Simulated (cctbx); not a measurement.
# Occupancies in Yb2Ga6Pd

Cell a = 10.7010 Å, b = 14.0320 Å, c = 4.3090 Å, α = 90.00°, β = 90.00°, γ = 90.00°; space group Pbam (no. 55); nominal formula Yb2Ga6Pd.

Simulated single-crystal data (cctbx): synchrotron X-rays, λ = 0.7749 Å, to d = 0.77 Å, 50 % of the full sphere, strongest reflection 70000 counts, noise from counting, a 6 % proportional error and a noise floor of 4 counts (s.d.); no absorption.

With every site full:

```text
Rint 0.042, 821 unique reflections to 0.77 A
cycle     R1     wR2    GooF  max shift (A)
   1  0.0964  0.2311   4.791   0.00287
   2  0.0246  0.0690   1.431   0.00001
final R1 0.0246 wR2 0.0690 GooF 1.431  parameters 54  data/parameter 15.2
atom        x        y        z      Ueq    occ   su(xyz)  su(Uiso or U11)
Yb1    0.55475  0.37666  0.50000   0.0085  1.000  0.00004  0.0002
Yb2    0.17110  0.41340  0.50000   0.0103  1.000  0.00004  0.0002
Pd1    0.85507  0.32753  0.50000   0.0104  1.000  0.00007  0.0004
Ga1    0.89097  0.03287  0.00000   0.0093  1.000  0.00011  0.0005
Ga2    0.51686  0.20762  0.00000   0.0212  1.000  0.00014  0.0007
Ga3    0.86518  0.18568  0.00000   0.0129  1.000  0.00012  0.0006
Ga4    0.70817  0.26244  0.00000   0.0119  1.000  0.00011  0.0006
Ga5    0.75971  0.42185  0.00000   0.0112  1.000  0.00011  0.0005
Ga6    0.94605  0.43553  0.00000   0.0141  1.000  0.00012  0.0006
difference map: max 1.49 min -3.18 rms 0.41
Q1    0.1244  0.9762  0.2716    8    1.54  1.19 A from Ga1
Q2    0.0144  0.6337  0.0000    4    1.40  1.06 A from Ga6
Q3    0.0669  0.1241  0.2290    8    1.27  1.17 A from Yb1
Q4    0.9940  0.1714  0.0000    4    1.21  1.39 A from Ga3
Q5    0.0466  0.6807  0.1961    8    1.20  1.15 A from Ga2
Q6    0.1261  0.8304  0.2969    8    1.14  1.30 A from Ga3
```

With the occupancies of the suspect sites free, each still typed as its main element:

```text
Rint 0.042, 821 unique reflections to 0.77 A
cycle     R1     wR2    GooF  max shift (A)
   1  0.0574  0.1711   3.550   0.00037
  14  0.0193  0.0461   0.956   0.00003
final R1 0.0193 wR2 0.0461 GooF 0.955  parameters 55  data/parameter 14.9
atom        x        y        z      Ueq    occ   su(xyz)  su(Uiso or U11)
Yb1    0.55474  0.37669  0.50000   0.0087  1.000  0.00003  0.0002
Yb2    0.17105  0.41341  0.50000   0.0105  1.000  0.00003  0.0002
Pd1    0.85503  0.32753  0.50000   0.0107  1.000  0.00005  0.0002
Ga1    0.89098  0.03286  0.00000   0.0096  1.000  0.00007  0.0004
Ga2    0.51691  0.20763  0.00000   0.0133  0.855  0.00009  0.0005
Ga3    0.86511  0.18569  0.00000   0.0132  1.000  0.00008  0.0004
Ga4    0.70837  0.26239  0.00000   0.0121  1.000  0.00008  0.0004
Ga5    0.75978  0.42182  0.00000   0.0114  1.000  0.00007  0.0004
Ga6    0.94597  0.43556  0.00000   0.0143  1.000  0.00008  0.0004
su of occupancy Ga2: 0.005
difference map: max 1.38 min -1.31 rms 0.34
Q1    0.1244  0.9771  0.2704    8    1.43  1.18 A from Ga1
Q2    0.1290  0.8266  0.2925    8    1.24  1.27 A from Ga3
Q3    0.1707  0.2503  0.2551    8    1.14  1.18 A from Ga4
Q4    0.0717  0.1265  0.2273    8    1.13  1.19 A from Yb1
Q5    0.9950  0.1757  0.0000    4    1.09  1.40 A from Ga3
Q6    0.0000  0.5000  0.1764    4    1.07  1.32 A from Ga6
```

**Question.** What is the disorder?

X-rays count electrons. Ga2 refines to 0.855(0.005), or 26.5 electrons; the site truly holds 0.85 Ga, 26.3 electrons, which is 0.850 of Ga. A value under 1 can't tell vacancies from a lighter guest, and one over 1 needs a heavier guest; chemistry or a second radiation must settle which. Occupancy correlates with U and the scale, so the match is approximate.

Freeing them takes R1 from 0.0246 to 0.0193 and GooF from 1.43 to 0.95.

The model is made up (kin elements in a known structure type, no relaxation), so it says nothing on whether the phase exists.

[Middle refinement cycles are left out of these outputs.]

[Logs are printed without paths, hosts, clocks, repeated set-up lines and the standing remarks that a program may print on its own settings, such as how far it seeks lower states.]
